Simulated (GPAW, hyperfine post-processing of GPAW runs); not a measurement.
## Hyperfine shifts in MgMn3HO6 from spin-polarised DFT

Aim: the shifts that the unpaired electrons of Mn give to the NMR lines of 1H, 25Mg and 17O in MgMn3HO6 at 330 K.

Calculated with GPAW 26.7.0; DFT, revPBE+U, plane-wave PAW, GPAW setups, collinear spin, scalar-relativistic.

## Step 1: Starting point

The cell holds 11 atoms: 3 Mn, 1 Mg, 6 O and 1 H. Cell: a = 2.887 Å, b = 5.286 Å, c = 8.801 Å, α = 79.3°, β = 80.6°, γ = 89.9°.

Coordinates:

```cif
data_structure
_symmetry_space_group_name_H-M 'P1'
_symmetry_Int_Tables_number 1
_cell_length_a 2.8872
_cell_length_b 5.2858
_cell_length_c 8.8010
_cell_angle_alpha 79.300
_cell_angle_beta 80.572
_cell_angle_gamma 89.946
_cell_volume 130.13
loop_
_atom_site_label
_atom_site_type_symbol
_atom_site_symmetry_multiplicity
_atom_site_Wyckoff_symbol
_atom_site_fract_x
_atom_site_fract_y
_atom_site_fract_z
_atom_site_occupancy
Mn1 Mn 1 a 0.64548 0.53329 0.66692 1
Mn2 Mn 1 a 0.30885 0.48509 0.34197 1
Mn3 Mn 1 a 0.97989 0.97688 0.99899 1
Mg1 Mg 1 a 0.97794 0.47713 0.00272 1
O1 O 1 a 0.74280 0.32840 0.47500 1
O2 O 1 a 0.20351 0.75011 0.54977 1
O3 O 1 a 0.87886 0.62672 0.20176 1
O4 O 1 a 0.08413 0.36124 0.79010 1
O5 O 1 a 0.44604 0.18571 0.06663 1
O6 O 1 a 0.51736 0.77390 0.92370 1
H1 H 1 a 0.20565 0.93768 0.54293 1
```

The cell is a computed entry of the Materials Project; it need not be the form that is stable at ambient conditions. The atoms stand as given; the largest force on them is 0.28 eV/Å.

## Step 2: Saturated spin state

With all Mn moments parallel, the spin density at each nucleus is that of the fully magnetised paramagnet. A Hubbard U holds the open shell closer to the ion than the plain functional does, which changes how much spin reaches the ligands. GPAW's U acts on normalised projectors, so its value can't be carried over from other programs one to one.

The input, scf.py:

```python
import json
from ase import Atoms
from ase.parallel import parprint
from gpaw import GPAW, PW, FermiDirac, MixerDif

atoms = Atoms(['Mn', 'Mn', 'Mn', 'Mg', 'O', 'O', 'O', 'O', 'O', 'O', 'H'],
              cell=[[2.887168, 0.0, 0.0], [0.004987, 5.285771, 0.0], [1.441666, 1.632681, 8.527255]],
              scaled_positions=[[0.645476, 0.533293, 0.666917], [0.308851, 0.485094, 0.341974], [0.979892, 0.976877, 0.998987], [0.977935, 0.477131, 0.002725], [0.742796, 0.328404, 0.475002], [0.203514, 0.750105, 0.549771], [0.878859, 0.626721, 0.20176], [0.084127, 0.361241, 0.790099], [0.446036, 0.18571, 0.066628], [0.517363, 0.773902, 0.923697], [0.205645, 0.937684, 0.542929]],
              magmoms=[4.0, 4.0, 4.0, 0.0, 0.0, 0.0, 0.0, 0.0, 0.0, 0.0, 0.0], pbc=True)
atoms.calc = GPAW(mode=PW(500), xc='revPBE', kpts={'size': (7, 4, 3), 'gamma': True}, spinpol=True, setups={'Mn': ':d,3.9'},
                  occupations=FermiDirac(0.02, fixmagmom=True), mixer=MixerDif(0.12, 6, 30),
                  convergence={'density': 1e-5}, maxiter=150, symmetry={'tolerance': 1e-4},
                  legacy_gpaw=True, txt='scf.txt')
parprint('energy', atoms.get_potential_energy())
parprint('moment', atoms.get_magnetic_moment())
parprint('moments', json.dumps(atoms.get_magnetic_moments().round(4).tolist()))
parprint('fermi', json.dumps(list(map(float, atoms.calc.get_fermi_levels()))))
levels = [[e - f for k in range(len(atoms.calc.get_ibz_k_points())) for e in atoms.calc.get_eigenvalues(k, s)] for s, f in enumerate(atoms.calc.get_fermi_levels())]
parprint('gap', min(min(e for e in x if e > 0) + f for x, f in zip(levels, atoms.calc.get_fermi_levels())) - max(max(e for e in x if e <= 0) + f for x, f in zip(levels, atoms.calc.get_fermi_levels())))
parprint('positions', json.dumps(atoms.get_scaled_positions(wrap=False).round(6).tolist()))
parprint('forces', json.dumps(atoms.get_forces().round(4).tolist()))
atoms.calc.write('gs.gpw')
```

A second script reads the saved density on one core and turns GPAW's hyperfine parameters into fields at the nuclei:

The input, contact.py:

```python
import numpy as np
from ase.units import _e, _hplanck
from gpaw import GPAW
from gpaw.hyperfine import hyperfine_parameters

calc = GPAW('gs.gpw', legacy_gpaw=True, txt=None)
tesla = _e / _hplanck / 7.6225932e6 / 2  # eV per unit g_N to the field at the nucleus
valence = hyperfine_parameters(calc, exclude_core=True)
try:
    full = hyperfine_parameters(calc)
except AssertionError:
    full = valence
    print('the core solver failed')
print('atom     contact field (T): all, valence')
for a, s in enumerate(calc.get_atoms().symbols):
    print(f'{a + 1:3d} {s:2s} {np.trace(full[a]) / 3 * tesla:11.5f} {np.trace(valence[a]) / 3 * tesla:11.5f}')
```

Started as:

```console
OMP_NUM_THREADS=1 mpirun -n 4 gpaw python scf.py > gpaw.log
python contact.py
```

Numbers of over 12 decimals in the logs are rounded to 6 here.

What it wrote:

```text
[a pick of lines from scf.txt and the scripts' output, long numbers rounded; set-up, eigenvalues, and the printed gap, site moments, positions and forces are left out]
Symmetries present (total): 1
84 k-points: 7 x 4 x 3 Monkhorst-Pack grid + [0.000000,1/8,0.000000]
43 k-points in the irreducible part of the Brillouin zone
  Cutoff energy: 500.000 eV
Occupation numbers: Fixed magnetic moment: 12.000
  width: 0.0200  # eV
XC parameters: revPBE with 2 nearest neighbor stencil
Number of bands in calculation: 67
Number of valence electrons: 92
iter:   1 02:19:51   -79.035213                   +12.0101
iter:   2 02:19:58   -76.176988   -0.60  -1.03    +12.0030
iter:   3 02:20:06   -74.066269   -0.63  -1.16    +11.9999
[... 15 further iterations ...]
iter:  19 02:22:00   -74.111418c  -8.63c -4.94    +12.0000
iter:  20 02:22:07   -74.111418c  -8.69c -4.95    +12.0000
iter:  21 02:22:14   -74.111418c  -7.98c -5.06c   +12.0000
Converged after 21 iterations.
Total magnetic moment: (0.000000, 0.000000, 12.000000)
Local magnetic moments:
Free energy:    -74.111418
Extrapolated:   -74.111418
Fermi levels: 4.08325, 4.99086
energy -74.111418
moment 12.000000
fermi [4.083254, 4.990855]
atom     contact field (T): all, valence
  1 Mn   -46.59849    42.90561
  2 Mn   -31.00364    58.20465
  3 Mn   -45.02264    44.55434
  4 Mg     0.92462     0.91299
  5 O      5.00067     4.94650
  6 O      4.06976     3.89323
  7 O      4.73259     4.48731
  8 O      4.16469     3.37712
  9 O      1.86602     1.33633
 10 O      3.12070     2.52319
 11 H      0.24426     0.24426
```

It took 2.8 min on 4 MPI ranks of Arm Neoverse V1, shared host; 11 min of CPU time.

The cell holds 12.00 μB on 3 Mn, so S = 2.00. The total moment is held at that value. The contact field is B = (2μ₀/3) μB ρ_s, 7.769 T for 1 e/Å³, and A_iso = γB/(2πS) sums over all ions. The valence part leaves out the polarisation of the frozen cores, which GPAW adds afterwards by solving for the core states in the spin-dependent potential:

| site | atom | atoms in cell | links to Mn | field (T) | valence part (T) | A_iso (MHz) |
| --- | --- | --- | --- | --- | --- | --- |
| H | 11 | 1 | 3 Mn through links of 120° (2) and 131° (1) | 0.244 | 0.244 | 5.20 |
| Mg | 4 | 1 | 10 Mn through links of 75 to 81° (5), 108 to 112° (4) and 142 to 148° (4) | 0.925 | 0.913 | -1.21 |
| O(1) | 5 | 1 | bonded to 3 Mn at 1.93 to 2.15 Å | 5.00 | 4.95 | -14.4 |
| O(2) | 6 | 1 | bonded to 3 Mn at 2.00 to 2.48 Å | 4.07 | 3.89 | -11.7 |
| O(3) | 7 | 1 | bonded to 3 Mn at 1.94 to 2.30 Å | 4.73 | 4.49 | -13.7 |
| O(4) | 8 | 1 | bonded to 3 Mn at 1.92 to 2.46 Å | 4.16 | 3.38 | -12.0 |
| O(5) | 9 | 1 | bonded to 2 Mn at 1.97 Å | 1.87 | 1.34 | -5.39 |
| O(6) | 10 | 1 | bonded to 3 Mn at 1.98 to 2.77 Å | 3.12 | 2.52 | -9.01 |

## Step 3: One ion reversed at a time

Above the ordering point the moments are not free: their couplings set the Weiss constant, which scales every shift. Reversing one ion measures these couplings, and shows at once how much of each shift that ion sends.

scf.py, as its differences from that of step 2:

```diff
@@ -8,3 +8,3 @@
               scaled_positions=[[0.645476, 0.533293, 0.666917], [0.308851, 0.485094, 0.341974], [0.979892, 0.976877, 0.998987], [0.977935, 0.477131, 0.002725], [0.742796, 0.328404, 0.475002], [0.203514, 0.750105, 0.549771], [0.878859, 0.626721, 0.20176], [0.084127, 0.361241, 0.790099], [0.446036, 0.18571, 0.066628], [0.517363, 0.773902, 0.923697], [0.205645, 0.937684, 0.542929]],
-              magmoms=[4.0, 4.0, 4.0, 0.0, 0.0, 0.0, 0.0, 0.0, 0.0, 0.0, 0.0], pbc=True)
+              magmoms=[-4.0, 4.0, 4.0, 0.0, 0.0, 0.0, 0.0, 0.0, 0.0, 0.0, 0.0], pbc=True)
 atoms.calc = GPAW(mode=PW(500), xc='revPBE', kpts={'size': (7, 4, 3), 'gamma': True}, spinpol=True, setups={'Mn': ':d,3.9'},
```

What it wrote:

```text
[a pick of lines from scf.txt and the scripts' output, long numbers rounded; set-up, eigenvalues, and the printed gap, site moments, positions and forces are left out]
Symmetries present (total): 1
84 k-points: 7 x 4 x 3 Monkhorst-Pack grid + [0.000000,1/8,0.000000]
43 k-points in the irreducible part of the Brillouin zone
  Cutoff energy: 500.000 eV
Occupation numbers: Fixed magnetic moment: 4.000
  width: 0.0200  # eV
XC parameters: revPBE with 2 nearest neighbor stencil
Number of bands in calculation: 62
Number of valence electrons: 92
iter:   1 02:22:38   -78.936934                   +4.0034
iter:   2 02:22:45   -76.152819   -0.48  -1.03    +4.0010
iter:   3 02:22:51   -74.035219   -0.37  -1.16    +4.0000
[... 13 further iterations ...]
iter:  17 02:24:21   -74.116808c  -7.91c -4.71    +4.0000
iter:  18 02:24:28   -74.116808c  -8.22c -4.89    +4.0000
iter:  19 02:24:34   -74.116808c  -9.01c -5.20c   +4.0000
Converged after 19 iterations.
Total magnetic moment: (0.000000, 0.000000, 4.000000)
Local magnetic moments:
Free energy:    -74.116808
Extrapolated:   -74.116808
Fermi levels: 3.66167, 4.37688
energy -74.116808
moment 4.000000
fermi [3.661670, 4.376879]
atom     contact field (T): all, valence
  1 Mn    49.59142   -39.01493
  2 Mn   -32.62846    56.16014
  3 Mn   -46.04554    43.19284
[...]
10 O     -0.56412    -1.34476
 11 H     -0.11555    -0.11555
```

Run time: 2.3 min. Hardware: 4 MPI ranks.

The parallel state has -74.1114 eV at zero smearing. Each flip reverses one ion with all its periodic images. It gives an energy and, by half the change of the contact field, the share of that set of ions in each shift at 330 K (ppm; atoms of one site can get unlike shares):

| atom reversed | energy (eV) | change (meV) | H | Mg | O(1) | O(2) | O(3) | O(4) | O(5) |
| --- | --- | --- | --- | --- | --- | --- | --- | --- | --- |
| Mn1 | -74.1168 | -5.4 | 732 | 1950 | 15800 | 1390 | 441 | 2700 | 620 |
| Mn2 | -74.1183 | -6.8 | 256 | 1640 | 4180 | 14800 | 787 | 105 | 3200 |
| Mn3 | -74.0897 | 21.7 | 8.4 | 154 | 360 | 446 | 18000 | 14100 | 3780 |

In mean-field theory Θ = ΔE (S + 1) / (6 S k_B), as a plain mean over the flips, not weighted by how often each ion occurs: Θ = 9 K. Couplings between an ion and its own images are missing, and in this cell images lie no farther than 1.2 times the shortest distance between magnetic ions, so couplings that may matter are lost and this Θ is not relied on. Θ = 0 is used for the shifts.

## Step 4: The ladder of functionals

Spin transfer to the ligands hangs on how far the functional delocalises the open shell, so other levels show how much the fields depend on it.

Contact fields (T) with all moments parallel; times on 4 MPI ranks of Arm Neoverse V1, shared host. The cutoff is 500 eV where none is named; the moment is held in each run.

| level | moment (μB) | time | H | Mg | O(1) | O(2) | O(3) | O(4) |
| --- | --- | --- | --- | --- | --- | --- | --- | --- |
| revPBE +U Mn 3.9 eV | 12.00 | 2.8 min | 0.244 | 0.925 | 5.00 | 4.07 | 4.73 | 4.16 |
| revPBE | 12.00 | 2.6 min | 0.324 | 1.28 | 6.27 | 6.03 | 6.64 | 5.98 |
| revPBE +U Mn 1.9 eV | 12.00 | 2.6 min | 0.281 | 1.08 | 5.62 | 4.97 | 5.64 | 4.97 |
| revPBE +U Mn 5.5 eV | 12.00 | 2.6 min | 0.219 | 0.824 | 4.52 | 3.42 | 4.07 | 3.60 |
| LDA +U Mn 3.9 eV | 12.00 | 2.7 min | 0.213 | 1.18 | 4.27 | 3.48 | 4.07 | 3.63 |
| revPBE +U Mn 3.9 eV, 650 eV | 12.00 | 4.2 min | 0.246 | 0.914 | 4.97 | 4.02 | 4.70 | 4.16 |

## Step 5: From fields to shifts

The shift is δ = B · g μB (S + 1) / (3 k_B (T − Θ)) with g = 2; at 330 K and Θ = 0 K one tesla gives 4071 ppm. The anisotropy is a sum over point dipoles on the Mn ions, scaled alike; on atoms bound to Mn, spin in their own p shell adds an anisotropy that this leaves out.

| site | nucleus | δ_iso (ppm) | reduced anisotropy (ppm) | asymmetry |
| --- | --- | --- | --- | --- |
| H | 1H | 994 | 2450 | 0.10 |
| Mg | 25Mg | 3760 | 1900 | 0.70 |
| O(1) | 17O | 20400 | -2680 | 0.25 |
| O(2) | 17O | 16600 | -1730 | 0.45 |
| O(3) | 17O | 19300 | -5220 | 0.34 |
| O(4) | 17O | 17000 | -5110 | 0.19 |
| O(5) | 17O | 7600 | -3600 | 0.06 |
| O(6) | 17O | 12700 | -3890 | 0.21 |

The reduced anisotropy is δ_zz − δ_iso, with zz the principal value farthest from δ_iso. The Weiss constant adds its own doubt: exchange couplings from semilocal functionals with a U can miss even their sign, and a Θ lower by 100 K would lower every shift by 23 %.

1H MAS at 7.05 T (300.2 MHz), 20 kHz, 330 K; contact and dipolar shift alone, no orbital or quadrupolar part; the isotropic lines and the strongest sidebands, 30 of 62 lines. Lines of the NMR spectrum (strongest = 100):

| position (ppm) | label | intensity |
| --- | --- | --- |
| -338.2 | H -20 | 26 |
| -271.6 | H -19 | 49 |
| -204.9 | H -18 | 76 |
| -138.3 | H -17 | 96 |
| -71.7 | H -16 | 100 |
| -5.0 | H -15 | 90 |
| 61.6 | H -14 | 72 |
| 128.2 | H -13 | 53 |
| 194.8 | H -12 | 42 |
| 261.5 | H -11 | 36 |
| 328.1 | H -10 | 39 |
| 394.7 | H -9 | 40 |
| 461.4 | H -8 | 41 |
| 528.0 | H -7 | 35 |
| 594.6 | H -6 | 34 |
| 661.2 | H -5 | 30 |
| 727.9 | H -4 | 33 |
| 794.5 | H -3 | 30 |
| 861.1 | H -2 | 29 |
| 927.8 | H -1 | 30 |
| 994.4 | H centre | 26 |
| 1061.0 | H +1 | 28 |
| 1127.6 | H +2 | 26 |
| 1194.3 | H +3 | 27 |
| 1260.9 | H +4 | 25 |
| 1394.2 | H +6 | 26 |
| 1460.8 | H +7 | 24 |
| 1594.0 | H +9 | 25 |
| 1660.7 | H +10 | 23 |
| 1793.9 | H +12 | 23 |

25Mg MAS at 7.05 T (18.4 MHz), 20 kHz, 330 K; contact and dipolar shift alone, no orbital or quadrupolar part; lines under 1.5 % of the strongest are left out. Lines of the NMR spectrum (strongest = 100):

| position (ppm) | label | intensity |
| --- | --- | --- |
| 1588.8 | Mg -2 | 4.6 |
| 2676.5 | Mg -1 | 31 |
| 3764.1 | Mg centre | 100 |
| 4851.8 | Mg +1 | 25 |
| 5939.4 | Mg +2 | 7.3 |

## Step 6: What came out

```yaml
spin_of_mn: 2.00
weiss_constant_mean_field_rough_not_used: 9 K
1h_contact_shift_at_330_k_theta_0_k: 994 ppm
25mg_contact_shift_at_330_k_theta_0_k: 3760 ppm
17o_contact_shift_at_330_k_theta_0_k: 20400, 16600, 19300, 17000, 7600, 12700 ppm
```

At 330 K the Mn moments shift 1H on H by 994 ppm, 25Mg on Mg by 3760 ppm, 17O on O(1) by 20400 ppm, 17O on O(2) by 16600 ppm, 17O on O(3) by 19300 ppm and 17O on O(4) by 17000 ppm, scaled with a pure Curie law. No measured Weiss constant is at hand, and the one from single flips is too rough to scale with, so the shifts are given for a pure Curie law; each 30 K of Θ would move them by about 9 %. The calculated Θ of 9 K would multiply them by 1.03. Over the levels shown, the field at H runs from 0.213 T (LDA +U Mn 3.9 eV) to 0.324 T (revPBE). All this holds only well above the ordering temperature and the strongest exchange, neither of which is computed. The orbital (chemical) shift and the pseudocontact shift from g anisotropy are not included. GPAW's core response is not screened by the valence electrons and can be too large by up to a factor of two, so sites where total and valence fields differ much are unsure by that part. For anions bound to the magnetic ion the point-dipole anisotropy lacks the spin in their own p orbitals, and their lines are broad and relax fast. On O(5) total and valence fields differ by over a quarter of the total (by up to 0.28 times the total); that core part hangs on the functional and on the program's treatment of the cores, and where it exceeds the total neither size nor sign of the shift is settled. The dipole sum is for a spherical crystallite; bulk susceptibility, which broadens real lines, and quadrupolar couplings are left out.

[Logs are printed without paths, hosts, clocks, repeated set-up lines and the standing remarks that a program may print on its own settings, such as how far it seeks lower states.]

[Hosts, paths, dates, database ids (printed as entryN), source tags and the programs' standing remarks are cut or masked in the printed files.]
